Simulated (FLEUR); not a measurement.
# Collinear magnetic orders of MnSe with FLEUR, part 2 of 3

Does MnSe prefer parallel or opposed moments?

FLEUR MaX-R8.1; PBEsol; all-electron FLAPW, Dirac cores, scalar-relativistic bands.

So far, largest spin moment in the muffin-tin sphere (μB): step 2 (order 1, typed as ferro +) 4.45.

The database entry behind the starting cell differs from later determinations by our own check (about 0.4 % short), so it need not match the best structure at ambient conditions.

## 3. Order 2, typed as antiferro q=(0,1/2,1/2) +-

An opposed order shows whether neighbours prefer unlike signs.

This order needs a doubled cell of 4 atoms. The mesh is halved along the doubled vector, so that both cells sample the same points. The k list default-1 (kpts.xml, not shown) is a Γ-centred 8×4×8 mesh.

Input file inp.xml:

```
<?xml version="1.0" encoding="UTF-8" standalone="no"?>
<fleurInput fleurInputVersion="0.39">
   <comment>
      MnSe
   </comment>
   <calculationSetup>
      <cutoffs Kmax="3.6" Gmax="10.8" GmaxXC="10.8" numbands="0"/>
      <scfLoop itmax="130" minDistance="0.00002" maxIterBroyd="15" imix="Anderson" alpha="0.05" precondParam="0.0" spinf="2.0" sdNocoIR="T"/>
      <coreElectrons ctail="T" frcor="F" kcrel="0" coretail_lmax="0"/>
      <xcFunctional name="PBEs" relativisticCorrections="F"/>
      <magnetism jspins="2"/>
      <soc l_soc="F" theta="0.0" phi="0.0" spav="F"/>
      <expertModes spex="0" secvar="F"/>
      <geometryOptimization l_f="F" forcealpha="1.0" forcemix="BFGS" epsdisp="0.00001" epsforce="0.00001"/>
      <ldaU l_linMix="F" mixParam="0.05" spinf="1.0"/>
   </calculationSetup>
   <cell>
      <bzIntegration valenceElectrons="62.0" mode="hist" fermiSmearingEnergy="0.00293995">
         <kPointListSelection listName="default-1"/>
         <xi:include xmlns:xi="http://www.w3.org/2001/XInclude" href="kpts.xml"> </xi:include>
      </bzIntegration>
      <xi:include xmlns:xi="http://www.w3.org/2001/XInclude" href="sym.xml"> </xi:include>
      <bulkLattice scale="1.0">
         <bravaisMatrix>
            <row-1>    0.0000000000000000     5.1400550589120000     5.1400550589120000</row-1>
            <row-2>   10.2801101178240000     0.0000000000000000    10.2801101178240000</row-2>
            <row-3>   10.2801101178240000     5.1400550589120000     5.1400550589120000</row-3>
         </bravaisMatrix>
      </bulkLattice>
   </cell>
   <atomSpecies>
      <species name="Manganese 4.500" element="Mn" atomicNumber="25">
         <mtSphere radius="2.51" gridPoints="829" logIncrement="0.015"/>
         <atomicCutoffs lmax="10" lnonsphr="8"/>
         <electronConfig flipSpins="F">
            <coreConfig>(1s1/2) (2s1/2) (2p1/2) (2p3/2)</coreConfig>
            <valenceConfig>(3s1/2) (3p1/2) (3p3/2) (4s1/2) (3d3/2) (3d5/2)</valenceConfig>
            <stateOccupation state="(3d3/2)" spinUp="1.75" spinDown="0.25"/>
            <stateOccupation state="(3d5/2)" spinUp="3.0" spinDown="0.0"/>
         </electronConfig>
         <energyParameters s="4" p="4" d="3" f="4"/>
         <lo type="SCLO" l="0" n="3" eDeriv="0"/>
         <lo type="SCLO" l="1" n="3" eDeriv="0"/>
      </species>
      <species name="Manganese -4.500" element="Mn" atomicNumber="25">
         <mtSphere radius="2.51" gridPoints="829" logIncrement="0.015"/>
         <atomicCutoffs lmax="10" lnonsphr="8"/>
         <electronConfig flipSpins="F">
            <coreConfig>(1s1/2) (2s1/2) (2p1/2) (2p3/2)</coreConfig>
            <valenceConfig>(3s1/2) (3p1/2) (3p3/2) (4s1/2) (3d3/2) (3d5/2)</valenceConfig>
            <stateOccupation state="(3d3/2)" spinUp="0.25" spinDown="1.75"/>
            <stateOccupation state="(3d5/2)" spinUp="0.0" spinDown="3.0"/>
         </electronConfig>
         <energyParameters s="4" p="4" d="3" f="4"/>
         <lo type="SCLO" l="0" n="3" eDeriv="0"/>
         <lo type="SCLO" l="1" n="3" eDeriv="0"/>
      </species>
      <species name="Selenium (Se)" element="Se" atomicNumber="34">
         <mtSphere radius="2.51" gridPoints="829" logIncrement="0.015"/>
         <atomicCutoffs lmax="10" lnonsphr="8"/>
         <electronConfig flipSpins="F">
            <coreConfig>(1s1/2) (2s1/2) (2p1/2) (2p3/2) (3s1/2) (3p1/2) (3p3/2)</coreConfig>
            <valenceConfig>(4s1/2) (3d3/2) (3d5/2) (4p1/2) (4p3/2)</valenceConfig>
            <stateOccupation state="(4p1/2)" spinUp="0.666667" spinDown="0.666667"/>
            <stateOccupation state="(4p3/2)" spinUp="1.333333" spinDown="1.333333"/>
         </electronConfig>
         <energyParameters s="4" p="4" d="3" f="4"/>
      </species>
   </atomSpecies>
   <atomGroups>
      <atomGroup species="Manganese 4.500">
         <relPos label="                   1">.0000000000 .0000000000 .0000000000</relPos>
         <force calculate="T" relaxXYZ="TTT"/>
      </atomGroup>
      <atomGroup species="Manganese -4.500">
         <relPos label="                   2">.0000000000 1.000/2.000 .0000000000</relPos>
         <force calculate="T" relaxXYZ="TTT"/>
      </atomGroup>
      <atomGroup species="Selenium (Se)">
         <relPos label="                   3">1.000/2.000 .0000000000 1.000/2.000</relPos>
         <force calculate="T" relaxXYZ="TTT"/>
      </atomGroup>
      <atomGroup species="Selenium (Se)">
         <relPos label="                   4">1.000/2.000 1.000/2.000 1.000/2.000</relPos>
         <force calculate="T" relaxXYZ="TTT"/>
      </atomGroup>
   </atomGroups>
   <output dos="F" band="F" slice="F">
      <bandDOS minEnergy="-.5*Htr" maxEnergy="0.5*Htr" sigma="0.015" storeEVData="T"/>
      <plotting iplot="0" polar="F">
         <plot TwoD="T" vec1="  1.0  0.0  0.0" vec2="  0.0  1.0  0.0" vec3="  0.0  0.0  1.0" zero="  0.0  0.0  0.0" file="plot"/>
      </plotting>
      <moessbauerParams electricFieldGradient="F" isomerShift="F" coreHyperfine="F" valenceHyperfine="F"/>
   </output>
</fleurInput>
```

Input file crystal.txt:

```
MnSe
&input film=F cartesian=F /
0.00000000000  2.72000000000  2.72000000000
5.44000000000  0.00000000000  5.44000000000
5.44000000000  2.72000000000  2.72000000000
1.8897261246
1.0 1.0 1.0

4
25 0.00000000000  0.00000000000  0.00000000000 : 4.500
25 0.00000000000  0.50000000000  0.00000000000 : -4.500
34 0.50000000000  0.00000000000  0.50000000000
34 0.50000000000  0.50000000000  0.50000000000

&kpt div1=8 div2=4 div3=8 gamma=T /
```

Run with:

```console
OMP_NUM_THREADS=1 inpgen -f crystal.txt > inpgen.log  # inp.xml is then edited as shown
OMP_NUM_THREADS=1 mpirun -n 4 fleur_MPI > fleur.log
```

The log of the run:

```text
[banner, memory and clock lines left out]
Welcome to FLEUR        (www.flapw.de)
      MaX-Release 8.1          (www.max-centre.eu)

 ========== k-point set info ==========
 Selected k-point list: default-1
 k-point list type: mesh
 0 x 0 x 0
 Number of k points: 80

 ------------Calculation Setup---------------------------
 Number of PE/node        :            4
 Number of OMP-threads    :            1
 k-points in parallel     :            4
 pe's per k-point         :            1
 No of k-point loops      :           20
 Eigenvalue solver        :       lapack
 Number of basis functions:          468
 Approximate size of matrices (H+S) per k-point:         0.003 GB
 Iteration:     1   Distance:       4.87066531 me/bohr^3
 Iteration:     2   Distance:       4.56918754 me/bohr^3
 Iteration:     3   Distance:       1.80495644 me/bohr^3
 Iteration:     4   Distance:       0.58064422 me/bohr^3
 Iteration:     5   Distance:       0.50344434 me/bohr^3
 Iteration:     6   Distance:       0.17609558 me/bohr^3
 Iteration:     7   Distance:       0.09625768 me/bohr^3
 Iteration:     8   Distance:       0.08607599 me/bohr^3
 Iteration:     9   Distance:       0.01295497 me/bohr^3
 Iteration:    10   Distance:       0.01636172 me/bohr^3
 Iteration:    11   Distance:       0.00281410 me/bohr^3
 Iteration:    12   Distance:       0.00154922 me/bohr^3
 Iteration:    13   Distance:       0.00118834 me/bohr^3
 Iteration:    14   Distance:       0.00018363 me/bohr^3
 Iteration:    15   Distance:       0.00004613 me/bohr^3
 Iteration:    16   Distance:       0.00004414 me/bohr^3
 Iteration:    17   Distance:       0.00001204 me/bohr^3

 ********************************************************************
 Run finished successfully
 Stop message:
   all done
 ********************************************************************

--- out.xml (last complete iteration) ---
<iteration numberForCurrentRun="   17" overallNumber="   17">
         [... left out ...]
         <bandgap value="0.0000032742" units="eV"/>
         <sumValenceSingleParticleEnergies value="-57.3073768024" units="Htr"/>
         <FermiEnergy value="0.2619464549" units="Htr"/>
         <valenceDensity>
            <mtCharges spin="1">
               <mtCharge atomType="1" total="9.0656100" s="1.1669904" p="3.1550109" d="4.7286184" f="0.0124755"/>
               <mtCharge atomType="2" total="4.6275904" s="1.1158047" p="3.1151985" d="0.3810526" f="0.0127154"/>
               <mtCharge atomType="3" total="7.4192509" s="0.8314096" p="1.5762667" d="5.0051133" f="0.0050166"/>
               <mtCharge atomType="4" total="7.4671644" s="0.8382569" p="1.6111202" d="5.0080347" f="0.0073883"/>
            </mtCharges>
            <mtCharges spin="2">
               <mtCharge atomType="1" total="4.6275902" s="1.1158047" p="3.1151985" d="0.3810525" f="0.0127154"/>
               <mtCharge atomType="2" total="9.0656101" s="1.1669904" p="3.1550110" d="4.7286184" f="0.0124755"/>
               <mtCharge atomType="3" total="7.4671645" s="0.8382569" p="1.6111202" d="5.0080347" f="0.0073883"/>
               <mtCharge atomType="4" total="7.4192509" s="0.8314096" p="1.5762667" d="5.0051133" f="0.0050166"/>
            </mtCharges>
            <spinDependentCharge spin="1" total="31.0000000" interstitial="2.4203843" mtSpheres="28.5796157"/>
            <spinDependentCharge spin="2" total="31.0000000" interstitial="2.4203843" mtSpheres="28.5796157"/>
            <totalCharge value="62.0000000000"/>
         </valenceDensity>
         [... left out ...]
         <magneticMomentsInMTSpheres units="muBohr">
            <globalMagMoment atomType="1" vec="0.00000   0.00000   4.43802"/>
            <localMagMoment atomType="1" vec="0.00000   0.00000   4.43802"/>
            <globalMagMoment atomType="2" vec="0.00000   0.00000  -4.43802"/>
            <localMagMoment atomType="2" vec="0.00000   0.00000  -4.43802"/>
            <globalMagMoment atomType="3" vec="0.00000   0.00000  -0.04791"/>
            <localMagMoment atomType="3" vec="0.00000   0.00000  -0.04791"/>
            <globalMagMoment atomType="4" vec="0.00000   0.00000   0.04791"/>
            <localMagMoment atomType="4" vec="0.00000   0.00000   0.04791"/>
         </magneticMomentsInMTSpheres>
         [... left out ...]
         <totalEnergy value="    -7172.2736237615" units="Htr">
            <sumOfEigenvalues value="    -4156.1636643978">
               <coreElectrons value="-4098.8562875954"/>
               <valenceElectrons value="-57.3073768024"/>
            </sumOfEigenvalues>
            <densityCoulombPotentialIntegral value="-11112.1504133094"/>
            <densityEffectivePotentialIntegral value="-11473.0810998683"/>
            <chargeDenXCDenIntegral value="-275.2772476541"/>
            <FockExchangeEnergyValence value="0.0000000000"/>
            <FockExchangeEnergyCore value="0.0000000000"/>
         [... left out ...]
            <tkbTimesEntropy value="0.0005893175"/>
            <freeEnergy value="-7172.2742130790"/>
            <extrapolationTo0K value="-7172.2739184202"/>
         </totalEnergy>
         <densityConvergence units="me/bohr^3">
            <chargeDensity spin="1" distance="0.0000063808"/>
            <chargeDensity spin="2" distance="0.0000071444"/>
            <overallChargeDensity distance="0.0000120425"/>
            <spinDensity distance="0.0000062042"/>
         </densityConvergence>
      </iteration>
```

Elapsed: 88 s, on 4 MPI ranks of Intel Xeon Platinum 8488C (Sapphire Rapids), shared host; peak memory 0.5 GiB.

Spin moment in the muffin-tin sphere by atom:

| atom | spin moment in the muffin-tin sphere (μB) |
| --- | --- |
| Mn1 | 4.44 |
| Mn2 | -4.44 |
| Se3 | -0.05 |
| Se4 | 0.05 |

Read from the output:

* free energy: -195167.5239 eV
* program's band gap on this mesh (in a metal only a level spacing): 3.27e-6 eV
* magnetization: 0 μB
* final state: antiferromagnetic

It lies 31.8 meV a seeded atom under the first start, and its largest moment is 4.44 μB against 4.45 μB.

## 4. Order 3, typed as antiferro q=(0,0,1/2) +-

Another pattern of signs weighs the neighbour shells otherwise.

The cell is doubled to 4 atoms to hold this order. The mesh is halved along the doubled vector, so that both cells sample the same points. The k list default-1 (kpts.xml, not shown) is a Γ-centred 8×8×4 mesh.

inp.xml, as its differences from that of step 3:

```diff
@@ -25,4 +25,4 @@
             <row-1>    0.0000000000000000     5.1400550589120000     5.1400550589120000</row-1>
-            <row-2>   10.2801101178240000     0.0000000000000000    10.2801101178240000</row-2>
-            <row-3>   10.2801101178240000     5.1400550589120000     5.1400550589120000</row-3>
+            <row-2>    5.1400550589120000     0.0000000000000000     5.1400550589120000</row-2>
+            <row-3>   10.2801101178240000    10.2801101178240000     0.0000000000000000</row-3>
          </bravaisMatrix>
@@ -75,3 +75,3 @@
       <atomGroup species="Manganese -4.500">
-         <relPos label="                   2">.0000000000 1.000/2.000 .0000000000</relPos>
+         <relPos label="                   2">.0000000000 .0000000000 1.000/2.000</relPos>
          <force calculate="T" relaxXYZ="TTT"/>
@@ -79,7 +79,4 @@
       <atomGroup species="Selenium (Se)">
-         <relPos label="                   3">1.000/2.000 .0000000000 1.000/2.000</relPos>
-         <force calculate="T" relaxXYZ="TTT"/>
-      </atomGroup>
-      <atomGroup species="Selenium (Se)">
-         <relPos label="                   4">1.000/2.000 1.000/2.000 1.000/2.000</relPos>
+         <relPos label="                   3">1.000/2.000 1.000/2.000 1.000/4.000</relPos>
+         <relPos label="                   4">1.000/2.000 1.000/2.000 -1.000/4.000</relPos>
          <force calculate="T" relaxXYZ="TTT"/>
```

Input file crystal.txt:

```
MnSe
&input film=F cartesian=F /
0.00000000000  2.72000000000  2.72000000000
2.72000000000  0.00000000000  2.72000000000
5.44000000000  5.44000000000  0.00000000000
1.8897261246
1.0 1.0 1.0

4
25 0.00000000000  0.00000000000  0.00000000000 : 4.500
25 0.00000000000  0.00000000000  0.50000000000 : -4.500
34 0.50000000000  0.50000000000  0.25000000000
34 0.50000000000  0.50000000000  0.75000000000

&kpt div1=8 div2=8 div3=4 gamma=T /
```

The log of the run:

```text
[banner, memory and clock lines left out]
Welcome to FLEUR        (www.flapw.de)
      MaX-Release 8.1          (www.max-centre.eu)

 ========== k-point set info ==========
 Selected k-point list: default-1
 k-point list type: mesh
 0 x 0 x 0
 Number of k points: 80

 [... set-up left out ...]
 Iteration:     1   Distance:       5.35348316 me/bohr^3
 Iteration:     2   Distance:       5.01823483 me/bohr^3
 Iteration:     3   Distance:       2.23807704 me/bohr^3
 Iteration:     4   Distance:       0.72356932 me/bohr^3
 Iteration:     5   Distance:       0.56364484 me/bohr^3
[...]
<sumOfEigenvalues value="    -4156.0371633306">
               <coreElectrons value="-4098.8048374645"/>
               <valenceElectrons value="-57.2323258661"/>
            </sumOfEigenvalues>
         [... left out ...]
            <freeEnergy value="-7172.2796385240"/>
            <extrapolationTo0K value="-7172.2796336916"/>
         </totalEnergy>
         <densityConvergence units="me/bohr^3">
            <chargeDensity spin="1" distance="0.0000053448"/>
            <chargeDensity spin="2" distance="0.0000053503"/>
            <overallChargeDensity distance="0.0000077631"/>
            <spinDensity distance="0.0000073566"/>
         </densityConvergence>
      </iteration>
```

Wall time 81 s (4 MPI ranks); peak memory 0.52 GiB.

Spin moment in the muffin-tin sphere by atom:

| atom | spin moment in the muffin-tin sphere (μB) |
| --- | --- |
| Mn1 | 4.36 |
| Mn2 | -4.36 |
| Se3 | 0.00 |
| Se4 | 0.00 |

This step gave:

```yaml
free_energy: -195167.6715 eV
program_s_band_gap_on_this_mesh_in_a_metal_only_a_level_spacing: 0.8666 eV
magnetization: 0 μB
final_state: antiferromagnetic
```

It lies 106 meV a seeded atom under the first start, and its largest moment is 4.36 μB against 4.45 μB.

(Part 2 of 3 ends here.)

[Logs and program files are shortened in this print: banners, set-up blocks, solver, clock and traceback lines can be left out without a mark of their own.]

[Logs are printed without paths, hosts, clocks, repeated set-up lines and the standing remarks that a program may print on its own settings, such as how far it seeks lower states.]

[Hosts, paths, dates, database ids (printed as entryN), source tags and the programs' standing remarks are cut or masked in the printed files.]

[Where a cell is said to come from a database of computed structures, the database is the Materials Project.]
